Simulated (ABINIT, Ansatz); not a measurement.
# A GW run on BaHCl (P4/nmm) in ABINIT, with inputs changed, part 2 of 2

What do changed inputs do to GW on BaHCl (P4/nmm)?

ABINIT 10.8.3; LDA and many-body steps on it, plane waves. Known limits of the many-body steps: not at the basis limit; no spin-orbit coupling; coarse k mesh.

So far. Step 2 (Screening, 4×4×2 mesh, 168 bands, screening to 141.5 eV): Local fields lower ε∞ by 14 %. On a Γ-centred mesh this coarse the value itself is usually too large, while a short band sum pulls it down. Step 3 (Base): The gap on the mesh goes from 3.00 eV to 5.18 eV, a correction of +2.18 eV.

### Step 4. Broadening of the poles

Level of this step: G0W0 on LDA, plane waves, norm-conserving pseudopotentials (ABINIT).

run.abi

```
acell 3*1.0 Angstrom
rprim 
  4.408000000000 0.000000000000 0.000000000000
  0.000000000000 4.408000000000 0.000000000000
  0.000000000000 0.000000000000 7.202000000000
ntypat 3
znucl 56 1 17
natom 6
typat 1 1 2 2 3 3
xred 
  0.000000000000 0.500000000000 0.215000000000
  0.500000000000 0.000000000000 0.785000000000
  0.000000000000 0.000000000000 0.000000000000
  0.500000000000 0.500000000000 0.000000000000
  0.000000000000 0.500000000000 0.650000000000
  0.500000000000 0.000000000000 0.350000000000
pp_dirpath "pseudos"
pseudos "Ba.upf, H.upf, Cl.upf"
ecut 31
ngkpt 4 4 2
nshiftk 1
shiftk 0 0 0
kptopt 1
chksymbreak 0
istwfk *1
occopt 1
irdwfk 1
optdriver 4
nband 168
gwcalctyp 0
ecutsigx 31
symsigma 1
nkptgw 2
kptgw 
  0.0000000000 0.0000000000 0.5000000000
  0.0000000000 0.0000000000 0.0000000000
bdgw 
  17 20
  17 20
ecuteps 5.2
irdscr 1
ppmodel 1
zcut 1.0 eV
indata_prefix "in"
outdata_prefix "out"
tmpdata_prefix "tmp"
```

The run is started by

```sh
$ OMP_NUM_THREADS=1 mpirun -n 4 abinit run.abi > log
```

Output:

```text
.Version 10.8.3 of ABINIT. v10.8.2 released Aug 2026.

 Symmetries : space group P4/n m m (#129); Bravais tP (primitive tetrag.)
[... echo of the input left out ...]
== DATASET  1 ==================================================================
-   mpi_nproc: 4, omp_nthreads: 1 (-1 if OMP is not activated)

--- !DatasetInfo
iteration_state: {dtset: 1, }
dimensions: {natom: 6, nkpt: 12, mband: 168, nsppol: 1, nspinor: 1, nspden: 1, mpw: 7826, }
cutoff_energies: {ecut:  31.0, pawecutdg:  -1.0, }
electrons: {nelect:   3.60000000E+01, charge:   0.00000000E+00, occopt:   1.00000000E+00, tsmear:   1.00000000E-02, }

 SIGMA: Calculation of the GW corrections

 Based on a program developped by R.W. Godby, V. Olevano, G. Onida, and L. Reining.
 Incorporated in ABINIT by V. Olevano, G.-M. Rignanese, and M. Torrent.
.Using double precision arithmetic ; gwpc =  8

[... cell and pseudopotentials left out ...]
--------------------------------------------------------------------------------

 ==== K-mesh for the wavefunctions ====
 Number of points in the irreducible wedge :    12
[... list of points left out ...]
 Together with 16 symmetry operations and time-reversal symmetry
 yields    32 points in the full Brillouin Zone.

 ==== Q-mesh for screening function ====
 Number of points in the irreducible wedge :    12
[... list of points left out ...]
 Together with 16 symmetry operations and time-reversal symmetry
 yields    32 points in the full Brillouin Zone.

 vcoul_init : cutoff-mode = AUXILIARY_FUNCTION
 q-points for optical limit:   1
     1)      0.000010    0.000020    0.000030
 setmesh: FFT mesh size selected  =    48x   48x   75
          total number of points  =       172800

 Number of electrons calculated from density =   36.0000; Expected =   36.0000
[...]
number of omega for Sigma on real axis              0
 max omega for Sigma on real axis  [eV]           0.00
 zcut for avoiding poles [eV]                     1.00

 EPSILON^-1 parameters (SCR file):
 dimension of the eps^-1 matrix on file            513
 dimension of the eps^-1 matrix used               513
 number of plane-waves for wavefunctions          7727
 number of bands                                   168
 number of q-points in IBZ                          12
 number of frequencies                               2
 number of real frequencies                          1
 number of imag frequencies                          1

 matrix elements of self-energy operator (all in [eV])

 Perturbative Calculation

--- !SelfEnergy_ee
iteration_state: {dtset: 1, }
kpoint     : [   0.000,    0.000,    0.500, ]
spin       : 1
KS_gap     :    3.002
QP_gap     :    5.184
Delta_QP_KS:    2.183
data: !SigmaeeData |
     Band     E0 <VxcDFT>   SigX SigC(E0)      Z dSigC/dE  Sig(E)    E-E0       E
       17   2.614 -10.240 -13.237   1.666   0.790  -0.266 -11.291  -1.051   1.563
       18   2.866 -12.342 -15.919   2.091   0.790  -0.265 -13.516  -1.175   1.691
       19   5.867  -8.712  -4.270  -3.241   0.839  -0.191  -7.705   1.008   6.875
[...]
--- !SelfEnergy_ee
iteration_state: {dtset: 1, }
kpoint     : [   0.000,    0.000,    0.000, ]
spin       : 1
KS_gap     :    3.905
QP_gap     :    6.013
Delta_QP_KS:    2.108
data: !SigmaeeData |
     Band     E0 <VxcDFT>   SigX SigC(E0)      Z dSigC/dE  Sig(E)    E-E0       E
[...]
19   6.476  -9.161  -4.489  -3.377   0.835  -0.197  -8.079   1.082   7.558
       20   7.056  -9.871  -5.041  -3.524   0.830  -0.205  -8.787   1.084   8.140

== END DATASET(S) ==============================================================
================================================================================

 -outvars: echo values of variables after computation  --------
           etotal      0.0000000000E+00
            nband         168
             nkpt          12
          spgroup         129
 [... the other variables as echoed above ...]

 Calculation completed.
```

Wall time 56 s (4 MPI ranks of Intel Xeon 6975P-C (Granite Rapids), shared host); peak memory 2.8 GiB.

This step gave:

| Quantity | Value |
| --- | --- |
| G0W0 gap on the points computed | 5.184 eV |
| starting gap on the mesh | 3.002 eV |
| k of the valence top | 0, 0, 0.5 |
| k of the conduction bottom | 0, 0, 0.5 |
| Z at the valence top | 0.79 |
| Z at the conduction bottom | 0.839 |
| least direct G0W0 gap on the computed points | 5.184 eV |

Against G0W0 in ABINIT (4×4×2 mesh, 168 bands, screening to 141.5 eV, Godby-Needs plasmon pole), the gap moves by +0.001 eV.

### Step 5. Exchange cutoff of one hartree

run.abi: that of step 4 with these lines changed.

```diff
@@ -30,3 +30,3 @@
 gwcalctyp 0
-ecutsigx 31
+ecutsigx 1
 symsigma 1
@@ -42,3 +42,2 @@
 ppmodel 1
-zcut 1.0 eV
 indata_prefix "in"
```

Output:

```text
.Version 10.8.3 of ABINIT. v10.8.2 released Aug 2026.

 Symmetries : space group P4/n m m (#129); Bravais tP (primitive tetrag.)
[... echo of the input left out ...]
== DATASET  1 ==================================================================
-   mpi_nproc: 4, omp_nthreads: 1 (-1 if OMP is not activated)

--- !DatasetInfo
iteration_state: {dtset: 1, }
dimensions: {natom: 6, nkpt: 12, mband: 168, nsppol: 1, nspinor: 1, nspden: 1, mpw: 7826, }
cutoff_energies: {ecut:  31.0, pawecutdg:  -1.0, }
electrons: {nelect:   3.60000000E+01, charge:   0.00000000E+00, occopt:   1.00000000E+00, tsmear:   1.00000000E-02, }

 SIGMA: Calculation of the GW corrections

 Based on a program developped by R.W. Godby, V. Olevano, G. Onida, and L. Reining.
 Incorporated in ABINIT by V. Olevano, G.-M. Rignanese, and M. Torrent.
.Using double precision arithmetic ; gwpc =  8

[... cell and pseudopotentials left out ...]
--------------------------------------------------------------------------------

 ==== K-mesh for the wavefunctions ====
 Number of points in the irreducible wedge :    12
[... list of points left out ...]
 Together with 16 symmetry operations and time-reversal symmetry
 yields    32 points in the full Brillouin Zone.

 ==== Q-mesh for screening function ====
 Number of points in the irreducible wedge :    12
[... list of points left out ...]
 Together with 16 symmetry operations and time-reversal symmetry
 yields    32 points in the full Brillouin Zone.

 vcoul_init : cutoff-mode = AUXILIARY_FUNCTION
 q-points for optical limit:   1
     1)      0.000010    0.000020    0.000030
 setmesh: FFT mesh size selected  =    30x   30x   45
          total number of points  =        40500

 Number of electrons calculated from density =   36.0000; Expected =   36.0000
[...]
number of omega for Sigma on real axis              0
 max omega for Sigma on real axis  [eV]           0.00
 zcut for avoiding poles [eV]                     0.10

 EPSILON^-1 parameters (SCR file):
 dimension of the eps^-1 matrix on file            513
 dimension of the eps^-1 matrix used                47
 number of plane-waves for wavefunctions          7727
 number of bands                                   168
 number of q-points in IBZ                          12
 number of frequencies                               2
 number of real frequencies                          1
 number of imag frequencies                          1

 matrix elements of self-energy operator (all in [eV])

 Perturbative Calculation

--- !SelfEnergy_ee
iteration_state: {dtset: 1, }
kpoint     : [   0.000,    0.000,    0.500, ]
spin       : 1
KS_gap     :    3.002
QP_gap     :    3.934
Delta_QP_KS:    0.932
data: !SigmaeeData |
     Band     E0 <VxcDFT>   SigX SigC(E0)      Z dSigC/dE  Sig(E)    E-E0       E
       17   2.614 -10.240 -12.138   1.832   0.814  -0.228 -10.294  -0.054   2.560
       18   2.866 -12.342 -13.516   2.302   0.820  -0.220 -11.417   0.924   3.790
       19   5.867  -8.712  -3.274  -3.239   0.844  -0.185  -6.856   1.856   7.724
[...]
--- !SelfEnergy_ee
iteration_state: {dtset: 1, }
kpoint     : [   0.000,    0.000,    0.000, ]
spin       : 1
KS_gap     :    3.905
QP_gap     :    6.033
Delta_QP_KS:    2.128
data: !SigmaeeData |
     Band     E0 <VxcDFT>   SigX SigC(E0)      Z dSigC/dE  Sig(E)    E-E0       E
[...]
19   6.476  -9.161  -3.351  -3.337   0.843  -0.186  -7.076   2.085   8.561
       20   7.056  -9.871  -3.425  -3.446   0.839  -0.193  -7.355   2.516   9.572

== END DATASET(S) ==============================================================
================================================================================

 -outvars: echo values of variables after computation  --------
           etotal      0.0000000000E+00
            nband         168
             nkpt          12
          spgroup         129
 [... the other variables as echoed above ...]

 Calculation completed.
```

The job ended after 7.2 s (4 MPI ranks; peak memory 1.8 GiB).

The run ended normally, though the input holds a fault or crude settings.

The fault put into this input: exchange cutoff of one hartree. It printed a gap of 3.93 eV, an artefact of the input.

### Step 6. Side by side

Times are wall times on 4 MPI ranks of Intel Xeon 6975P-C (Granite Rapids), shared host, good to a factor of about two. A run's time includes the screening step that it read.

```
                    run   mesh  bands  screening cutoff (eV)  DFT gap (eV)  gap on the mesh (eV)  direct (eV)  ε∞ used     time
                   base  4×4×2    168                  141.5         3.002                 5.183        5.183     3.59  5.1 min
broadening of the poles  4×4×2    168                  141.5         3.002                 5.184        5.184     3.59  5.1 min
```

### Step 7. Results

| Property | Result |
| --- | --- |
| base | 5.183 eV |
| broadening of the poles | 5.184 eV |
| known limits | not at the basis limit; no spin-orbit coupling; coarse k mesh |

**Reading.** Broadening of the poles: +0.001 eV against base (keys changed: zcut). Bands and cutoff are finite, so the gap is not at the basis limit. The miss can reach some tenths of an eV and take either sign; the mesh is an error of its own. In the first G0W0 run levels were corrected at 2 k points alone, so a gap called «on the mesh» is the least over those, and an edge elsewhere would be missed. The 4×4×2 mesh is coarse for this cell, which bears on the long-range parts of exchange and screening. The many-body steps are scalar-relativistic: spin-orbit coupling is not in them.

[Paths, hosts, dates, memory and timing lines, banners, echoed tables and standing remarks are left out of the program output.]

[Logs are printed without paths, hosts, clocks, repeated set-up lines and the standing remarks that a program may print on its own settings, such as how far it seeks lower states.]

[Runs of the session that timed out or met a known fault of the program may be left out.]

[No measured gap is set beside runs whose start may be inverted or whose files or cutoffs have a known fault.]

[Hosts, paths, dates, database ids (printed as entryN), source tags and the programs' standing remarks are cut or masked in the printed files.]

[G0W0 gaps are taken among the corrected bands and points alone; a level outside them can change the order at an edge.]

[Where Ansatz stands beside ABINIT at settings called matched, ABINIT's density can come from a denser mesh and the files from another edition; pairs whose starting gaps differed by over 0.03 eV were left out, so agreement reads better than it is.]
